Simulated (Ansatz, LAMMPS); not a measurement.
# Electronic structure of glassy 40SiO2-28Al2O3-16Li2O-16SrO (mol %) (85 atoms), part 2 of 2

Aim: energy, forces, charges and density of states of glassy 40SiO2-28Al2O3-16Li2O-16SrO (mol %) (85 atoms) at a fixed geometry.

Ansatz 0.2.0; Kohn-Sham DFT, PBEsol, PAW (set soft_2), plane waves.

The cell: 10 Si, 14 Al, 8 Li, 4 Sr and 49 O. The quench rate of 6 K/ps is orders of magnitude faster than experiment. The starting topology of bonds comes from the classical model. The Brillouin zone is sampled at Γ only, in a cell whose shortest periodic width is 10 Å.

So far. Step 3 (Plane-wave single point): The stored curve holds about 416 of the 440 electrons; the rest, give or take the few that broadening carries across the Fermi level, lie in deeper levels below its range.

**3. Plane-wave single point (continued)**

Valence density in the bc plane at fractional x = 0.673, with atoms of Si and Al and Li and Sr and O within 0.2 Å of it. It is the smooth field of the valence electrons, not physical close to the nuclei.

Values in e/Å³, 13 rows by 16 columns, each cell a mean:
```
0.6 0.2 0.1 0.1 0.1 0.1 0.2 1.5 2.6 0.6 0.1 0.4 1.9 1.5 0.5 0.5
4.2 0.8 0.1 0.2 0.2 0.1 0.2 0.8 1.2 0.3 0.1 0.1 0.1 0.1 0.3 2.8
3.2 0.8 0.1 0.1 0.2 0.1 0.1 0.1 0.1 0.0 0.0 0.0 0.0 0.0 0.2 2.0
0.2 0.2 0.1 0.1 0.1 0.0 0.0 0.0 0.0 0.0 0.1 0.1 0.1 0.0 0.1 0.3
0.1 0.1 0.2 0.1 0.0 0.0 0.1 2.2 1.8 0.1 0.8 1.9 0.6 0.1 0.8 1.2
0.0 0.1 0.1 0.1 0.0 0.0 0.1 1.8 1.5 0.2 1.4 3.5 1.1 0.2 0.1 0.1
0.0 0.0 0.0 0.0 0.0 0.1 0.6 1.3 0.4 0.1 0.3 0.6 0.4 0.2 0.1 0.1
0.0 0.1 0.1 0.1 0.1 0.2 2.6 5.6 1.4 0.1 0.1 0.7 1.2 0.4 0.1 0.0
0.1 0.2 0.4 0.2 0.1 0.1 0.7 1.3 0.4 0.1 0.3 3.0 5.5 1.1 0.1 0.0
0.1 0.2 0.2 0.2 0.2 0.2 0.1 0.2 1.0 1.3 0.6 0.9 1.6 0.4 0.1 0.0
0.9 0.7 0.2 0.4 1.9 2.6 0.5 0.6 2.3 2.2 1.4 0.2 0.1 0.1 0.1 0.3
2.8 1.6 0.2 0.3 2.1 3.1 0.6 0.3 1.2 1.6 0.6 0.2 0.5 0.4 0.2 0.8
0.8 0.4 0.1 0.1 0.2 0.3 0.2 0.3 0.4 0.2 0.1 0.7 4.3 3.2 0.6 0.4
```
Columns run along b (9.8 Å), rows up along c (9.8 Å). Atoms in or near the plane, at fractional coordinates: Si at (0.94, 0.00), Al at (0.16, 0.76), Li at (0.49, 0.61), Sr at (0.57, 0.18), O at (0.79, 0.01), O at (0.45, 0.41), O at (0.00, 0.84), O at (0.76, 0.33).

Electrostatic potential energy in the bc plane at fractional x = 0.673, with atoms of Si and Al and Li and Sr and O within 0.2 Å of it. With pseudopotentials it is smooth inside the atoms' cores, unlike the true potential.

Ten even steps from '_' (-43 eV) to '@' (12 eV), each cell a mean:
```
--##@@@@@@@@@@@@@@@@@@@@%%==++%%@@@@@@@@++::--++..____
**%%@@@@@@@@@@@@@@@@@@@@**::--##@@@@@@@@@@%%%%%%**--==
..++%%%%%%%%@@@@@@@@@@@@%%****@@@@@@@@@@@@@@@@@@%%##--
__::####****##@@@@@@@@@@@@@@@@@@@@@@@@@@@@@@@@@@@@**..
::==****##****%%@@@@@@@@@@@@@@@@@@@@@@@@@@@@@@@@@@%%--
##%%****%%##++##@@@@@@@@@@@@@@@@@@@@@@@@@@@@@@@@@@@@%%
%%%%**++******%%@@@@@@@@@@@@@@@@@@@@@@@@@@@@@@@@%%##%%
%%%%%%##****##%%@@@@@@@@####%%@@@@@@@@@@@@@@@@%%**==**
%%@@@@@@@@@@@@@@@@@@@@##==--++%%@@%%++==##@@@@%%**==++
@@@@@@@@@@@@@@@@@@@@@@##==::==%%@@##::..==%%@@%%%%##%%
@@@@@@@@@@@@@@@@@@@@@@@@##**##@@@@%%==::++%%%%@@@@@@@@
@@@@@@@@@@@@@@@@@@@@@@@@@@@@@@@@@@@@%%##**##%%@@@@@@@@
@@@@@@@@@@@@@@@@@@@@@@**++##@@@@@@@@%%##****%%@@@@@@@@
@@@@@@@@@@@@@@@@@@@@##::__--%%@@@@@@%%%%####%%@@@@@@@@
@@@@@@@@@@@@@@@@@@@@%%::..--%%@@@@@@@@**==++%%@@@@@@@@
@@@@@@@@%%%%@@@@@@@@@@%%**%%@@@@@@@@%%--__..**@@@@@@@@
@@@@%%##**##%%%%@@@@@@@@@@@@%%%%%%@@%%==..::##@@@@@@@@
@@@@##****++**%%@@@@@@@@@@##++--==##%%%%**##@@@@@@@@@@
@@@@##****++**%%%%@@@@@@%%==______--##@@@@@@@@@@@@@@@@
%%##%%##****##++--==%%@@##::______..##@@@@@@@@@@@@@@@@
==--**%%%%%%%%--..::##@@%%==______--##@@@@@@@@@@@@@@%%
--::**@@@@@@@@**==++%%@@%%##++==++##%%@@@@@@@@@@%%####
++**%%@@@@@@@@@@@@@@@@@@@@@@%%%%%%%%@@@@++--==**==..::
--##@@@@@@@@@@@@@@@@@@@@@@@@@@@@@@@@@@%%--__..--..____
```
Columns run along b (9.8 Å; values clipped at the 3rd and 97th percentile), rows up along c (9.8 Å). Atoms in or near the plane, at fractional coordinates: Si at (0.94, 0.00), Al at (0.16, 0.76), Li at (0.49, 0.61), Sr at (0.57, 0.18), O at (0.79, 0.01), O at (0.45, 0.41), O at (0.00, 0.84), O at (0.76, 0.33).

Mean Löwdin charges: Al +1.26, Li +0.79, O -0.87, Si +1.65, Sr +1.85 e (they miss 1.2 % of the electrons, so they add up to more than the cell's charge). The largest share in the top eV of filled states is O p (97 % of the projected weight), and in the lowest eV of empty states O s (33 % of the projected weight).

**4. Local order**

These statistics describe the geometry on which the runs were made.

Density 3.29 g/cm³, 10.99 Å³ an atom.

Pair distribution functions g(r), in bins of 0.2 Å:

```tsv
r (Å)	total	O-O	O-Al	O-Si	O-Li	O-Sr	Al-Al
1.50	0.71	0.00	0.00	5.25	0.00	0.00	0.00
1.70	2.29	0.00	7.43	6.46	0.00	0.00	0.00
1.90	0.89	0.00	2.51	0.00	3.77	0.00	0.00
2.10	0.41	0.00	0.13	0.00	3.30	0.00	0.00
2.30	0.07	0.00	0.00	0.00	0.35	0.34	0.00
2.50	0.69	1.29	0.18	0.00	0.29	2.34	0.00
2.70	1.67	3.50	0.38	0.11	0.76	3.08	1.04
2.90	1.19	2.07	0.38	0.35	0.46	1.35	2.72
3.10	1.09	0.94	0.79	0.62	0.20	1.56	2.00
3.30	1.24	1.18	0.85	0.83	1.31	0.70	4.17
3.50	0.93	0.97	0.92	0.87	1.08	0.91	0.30
3.70	0.95	0.45	1.42	1.49	0.83	0.54	0.84
3.90	0.96	0.51	1.14	1.60	1.54	0.52	1.00
4.10	0.90	0.35	1.58	1.44	0.95	0.33	0.91
4.30	1.21	0.58	2.12	1.77	1.58	1.14	0.41
4.50	1.04	0.82	1.23	1.01	1.46	1.33	0.56
4.70	0.86	1.18	0.45	0.96	0.60	1.28	1.21
```

A closer look about O53, which bears the longest force: 13 atoms, nearest first, numbered in the order of the input, with positions taken from that point.

```tsv
atom	x	y	z	distance (Å)	Löwdin charge (e)	Fx	Fy	Fz (eV/Å)
O53	0.00	0.00	0.00	0.00	-0.98	-2.20	2.11	1.17
Si2	1.07	-0.99	-0.55	1.56	1.64	0.34	-0.49	0.09
Li26	-1.46	1.29	-0.01	1.95	0.78	-0.03	0.32	-0.60
Li29	0.88	1.82	-0.17	2.03	0.77	0.68	0.01	-0.08
O48	2.42	-0.57	0.25	2.50	-0.77	1.14	-0.48	-0.03
Sr33	-0.44	0.61	2.40	2.52	1.85	0.61	-0.27	1.10
O85	1.15	-0.75	-2.12	2.53	-0.89	0.01	1.12	-1.74
Al14	-1.91	-1.63	0.78	2.63	1.26	-0.20	-0.84	0.07
O44	0.87	-2.57	-0.39	2.74	-0.87	-0.17	-1.82	0.24
O55	-0.68	-1.87	2.01	2.83	-0.94	1.03	0.97	0.01
O64	-2.71	0.03	0.95	2.87	-0.88	0.76	0.73	0.29
O83	-1.62	-2.22	-0.87	2.88	-0.83	0.34	-0.20	-0.42
O39	-0.61	2.81	0.76	2.97	-0.99	-0.69	-3.03	-0.05
```

**5. Outcome**

* free energy per atom: -667.5454 eV/atom
* pressure: 5.857 GPa
* r.m.s. force component: 0.8057 eV/Å
* gap (highest filled to lowest empty level): 3.985 eV
* wall time of the 1 DFT run: 16 s

What this shows: Filled and empty levels are parted by 3.99 eV (at Γ alone); a semilocal functional tends to put such gaps too low. In a disordered cell it changes from sample to sample, and tail or defect levels can set it.

Caveats: The geometry was minimised with a classical potential after classical dynamics and isn't relaxed at this level: its force components are 0.81 eV/Å r.m.s. The pressure of 5.9 GPa belongs to a cell and atoms that aren't relaxed at this level.

[Logs are printed without paths, hosts, clocks, repeated set-up lines and the standing remarks that a program may print on its own settings, such as how far it seeks lower states.]

[Hosts, paths, dates, database ids (printed as entryN), source tags and the programs' standing remarks are cut or masked in the printed files.]
